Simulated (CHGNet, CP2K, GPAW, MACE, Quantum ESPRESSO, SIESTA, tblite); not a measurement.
**Generalised stacking fault on (111) (glide set) of a Ge-Si solid solution (72 atoms): other programs against plane waves**

One geometry of generalised stacking fault on (111) (glide set) of a Ge-Si solid solution (72 atoms) is solved by several programs and methods. How far do their forces lie from a plane-wave PBE run?

Results are calculated, not measured.

## 1. The structure

The cell holds 72 atoms (51 Ge and 21 Si), with edges of 6.85, 11.86 and 19.78 Å. Recipe: diamond-structure Ge lattice (a = 5.5919 Å, the value set for the mixture), cell with z along [111], 1 x 3 x 2 periods; the third cell vector is tilted by 0.417 of 1/2[11-2] and lengthened by 0.2 Å, so the cell holds one fault (glide set); displaced by a Gaussian of 0.01 Å; 21 of 72 Ge sites given to Si at random (lattice constant by Vegard's rule between Ge and Si). Then every atom was moved at random, 0.05 Å r.m.s. a Cartesian component. The density is 4.48 g/cm³.

## 2. The reference input

Quantum ESPRESSO 7.5: Kohn-Sham DFT, PBE, SSSP efficiency 1.3.0 pseudopotentials, plane waves. Its input, pw.in:

```
&control
  calculation = 'scf'
  pseudo_dir = './pseudo'
  outdir = './tmp'
  disk_io = 'none'
  tprnfor = .true.
  tstress = .true.
/
&system
  ibrav = 0
  nat = 72
  ntyp = 2
  ecutwfc = 45
  ecutrho = 360
  nosym = .true.
  occupations = 'smearing'
  smearing = 'fd'
  degauss = 0.003675
/
&electrons
  conv_thr = 3.6e-07
  electron_maxstep = 100
  mixing_beta = 0.2
  mixing_mode = 'local-TF'
  diagonalization = 'david'
/
ATOMIC_SPECIES
Ge 72.630 Ge.upf
Si 28.085 Si.upf
CELL_PARAMETERS angstrom
6.84865 0.00000 0.00000
0.00000 11.86221 0.00000
2.85363 0.00000 19.57091
ATOMIC_POSITIONS crystal
Ge 0.48550 0.16495 0.02119
Ge 0.43941 0.16640 0.14433
Ge 0.76183 0.16312 0.18408
Si 0.71302 0.16193 0.30388
[... 66 atom lines left out ...]
Ge 0.81571 0.82825 0.84122
Si 0.76008 0.83934 0.96970
K_POINTS gamma
```

```console
$ OMP_NUM_THREADS=1 mpirun -np 2 pw.x -in pw.in > output.txt
```

Wall time 7.7 min (2 MPI ranks of Arm Neoverse V1, shared host); peak memory 4.2 GiB; 15 min of CPU time.

It converged with an r.m.s. force component of 1.9 eV/Å and a pressure of 4.8 GPa.

## 3. What was run beside it

- CHGNet: machine-learned potential, published weights.
- CP2K 2026.2: Gaussian basis with GTH pseudopotentials and a plane-wave density; labels give functional, basis (MOLOPT sets; SR short-range, UZH the newer set with its own potentials), grid cutoff/relative cutoff and solver (OT: orbital transformation; TRS4, TC2, SIGN: linear-scaling purification with its sparsity filter), or its built-in tight binding.
- GPAW 26.7.0: PAW with atomic orbitals (LCAO), plane waves or a real-space grid of spacing h.
- MACE: machine-learned potential, published weights.
- Quantum ESPRESSO 7.5: plane waves; labels (QE) give functional, pseudopotential set and cutoffs of waves/density.
- SIESTA 5.4.2: numerical atomic orbitals, whose automatically made sets are far from complete, with PseudoDojo norm-conserving potentials that we converted to its format (checked against plane waves on the same files for H, C, O, Si, Ge and Ca alone); labels give functional, basis size, energy shift and mesh cutoff.
- tblite 0.8.0: extended tight binding, driven from Python.

All use the same cell and atoms, and the electronic-structure runs the same k-mesh.

## 4. Side by side

Differences are against the reference: forces as r.m.s. over components, share as that over the reference's r.m.s. force, slope as the fitted ratio of a run's forces to the reference's.

```tsv
run	Δ force, r.m.s. (meV/Å)	share (%)	slope	Δ pressure (GPa)	cores	CPU time	memory (GiB)
reference	-	-	-	-	2	15 min	4.2
CHGNet 0.3.0 potential	485	25.6	1.106	2.12	1	3.5 s	0.64
CHGNet r2SCAN potential	669	35.2	0.876	-2.82	1	4 s	0.64
CP2K BLYP, DZVP-MOLOPT-SR, 350/50 Ry, diagonalisation	116	6.13	0.947	1.87	2	2.5 min	2.2
CP2K PBE+rVV10L, DZVP-MOLOPT-SR, 350/50 Ry, diagonalisation	50.9	2.68	0.989	0.226	2	6.1 min	3.8
CP2K PBE, DZVP-MOLOPT-SR, 175/50 Ry, diagonalisation (coarse)	53.6	2.82	0.986	0.588	2	2.8 min	1.1
CP2K PBE, DZVP-MOLOPT-SR, 244/50 Ry, diagonalisation (coarse)	53.6	2.82	0.986	0.588	2	3 min	1.6
CP2K PBE, DZVP-MOLOPT-SR, 350/20 Ry, diagonalisation (coarse)	58.2	3.07	0.986	0.656	2	2 min	2.1
CP2K PBE, DZVP-MOLOPT-SR, 350/50 Ry, diagonalisation	53.6	2.82	0.986	0.588	2	2.8 min	2.1
CP2K PBE, DZVP-UZH, 350/50 Ry, diagonalisation	44.2	2.33	0.988	0.454	2	4.4 min	2.3
CP2K PBE, TZV2P-UZH, 350/50 Ry, diagonalisation	59.8	3.15	0.975	0.289	4	12 min	5.9
CP2K revPBE, PBE potentials, DZVP-MOLOPT-SR, 350/50 Ry, diagonalisation	58.6	3.09	0.982	0.910	2	2.8 min	2.1
GPAW PBE, LCAO dzp, h 0.2 Å	160	8.42	1.081	-	1	5 min	1.5
GPAW PBE, LCAO dzp, h 0.2 Å, other mixer settings	160	8.45	1.082	-	1	5.4 min	1.4
GPAW PBE, LCAO sz(dzp), h 0.2 Å (coarse)	576	30.4	1.280	-	1	83 s	1.1
MACE MPA-0 medium potential	252	13.3	1.007	-0.418	1	7.9 s	0.82
QE PBE, sssp-1.3.0-efficiency, 30/240 Ry (coarse)	1.26	0.066	1.000	-10.4	4	9.4 min	2.6
SIESTA PBE, TZP, shift 0.01 Ry, mesh 300 Ry	161	8.46	1.066	0.860	2	9.6 min	1.9
tblite GFN1-xTB	1425	75.0	1.614	7.44	1	8.4 s	0.15
```

Rows marked coarse were listed beforehand as settings not expected to be converged; some can still land near the reference.

Times of the machine-learned potentials are mostly Python's start and the loading of weights.

CPU time is summed over cores on shared hosts, so it is rough.

## 5. Findings

Forces lie from 0.066 % (QE PBE, sssp-1.3.0-efficiency, 30/240 Ry, coarse) to 75 % (tblite GFN1-xTB) of the reference's r.m.s. force of 1.9 eV/Å away from it. The PBE runs in local orbitals, coarse settings apart, differ by 2.3 % (CP2K PBE, DZVP-UZH, 350/50 Ry, diagonalisation) to 8.5 % (SIESTA PBE, TZP, shift 0.01 Ry, mesh 300 Ry); basis, grid and potentials can all enter. Tight binding differs by 75 % (tblite GFN1-xTB); it is another model, with fitted parameters of its own, and the xTB methods hold dispersion. Machine-learned potentials differ by 13 % (MACE MPA-0 medium potential) to 35 % (CHGNet r2SCAN potential); they were trained on other programs' data, some at another functional.

Rows with another functional or a dispersion term differ by 2.7 % (CP2K PBE+rVV10L, DZVP-MOLOPT-SR, 350/50 Ry, diagonalisation) to 6.1 % (CP2K BLYP, DZVP-MOLOPT-SR, 350/50 Ry, diagonalisation), which mixes the change of model with differences of basis and potentials, some of them made for another functional. Runs with settings chosen to be coarse differ by 0.066 % (QE PBE, sssp-1.3.0-efficiency, 30/240 Ry) to 30 % (GPAW PBE, LCAO sz(dzp), h 0.2 Å), their programs' other errors included. GPAW PBE, LCAO sz(dzp), h 0.2 Å stiffens the forces by a factor of 1.28 while following their directions (correlation 0.996); the slopes of the 3 GPAW runs lie between 1.08 and 1.28. From CP2K PBE, DZVP-MOLOPT-SR, 175/50 Ry, diagonalisation to the finer CP2K PBE, DZVP-MOLOPT-SR, 350/50 Ry, diagonalisation the share goes from 2.82 to 2.82 %, so the grid isn't what parts these runs from the reference. CP2K PBE, TZV2P-UZH, 350/50 Ry, diagonalisation lies farther from the reference (3.1 %) than the smaller basis of CP2K PBE, DZVP-UZH, 350/50 Ry, diagonalisation (2.3 %). Pressures at PBE, coarse settings apart, lie +0.29 to +0.86 GPa from the reference's.

Caveats: Periodic xTB results under one method name differ between programs and library versions. The potentials hold different valence shells: 798 electrons in the reference, 288 in CP2K with TZV2P-UZH and 288 in GPAW; this bears on time and differences. GPAW's setups keep the filled d shell of Ge in the core. The reference's pressure holds the uncorrected Pulay stress of its 45 Ry basis, so small pressure differences may be the reference's own error. Machine-learned potentials mimic data converged in k, so the reference's own k-point error enters their differences. The reference's stress is far from hydrostatic: its diagonal is 3.1, 8.3, 3.0 GPa, compression counted positive. The host structure and its lattice constant were typed by rule, without a check against the phase diagram. The electronic-structure runs sample only Γ, in a cell whose shortest periodic width is 7 Å, which is coarse for a cell with partly filled levels. The reference's pressure of 4.8 GPa reflects the volume that the recipe set, positions that aren't this level's minimum and the coarse k-sampling. Spin–orbit coupling is left out. Where levels are smeared, the DFT runs use Fermi–Dirac occupations at 580 K (0.05 eV), and energies are free energies. The atoms were displaced at random, and shares hang on the size of the forces that this gives. The reference's cutoffs and mesh weren't converged further here.

[Logs are printed without paths, hosts, clocks, repeated set-up lines and the standing remarks that a program may print on its own settings, such as how far it seeks lower states.]

[Hosts, paths, dates, database ids (printed as entryN), source tags and the programs' standing remarks are cut or masked in the printed files.]

[Cells were taken only where this reference lay near another plane-wave run.]
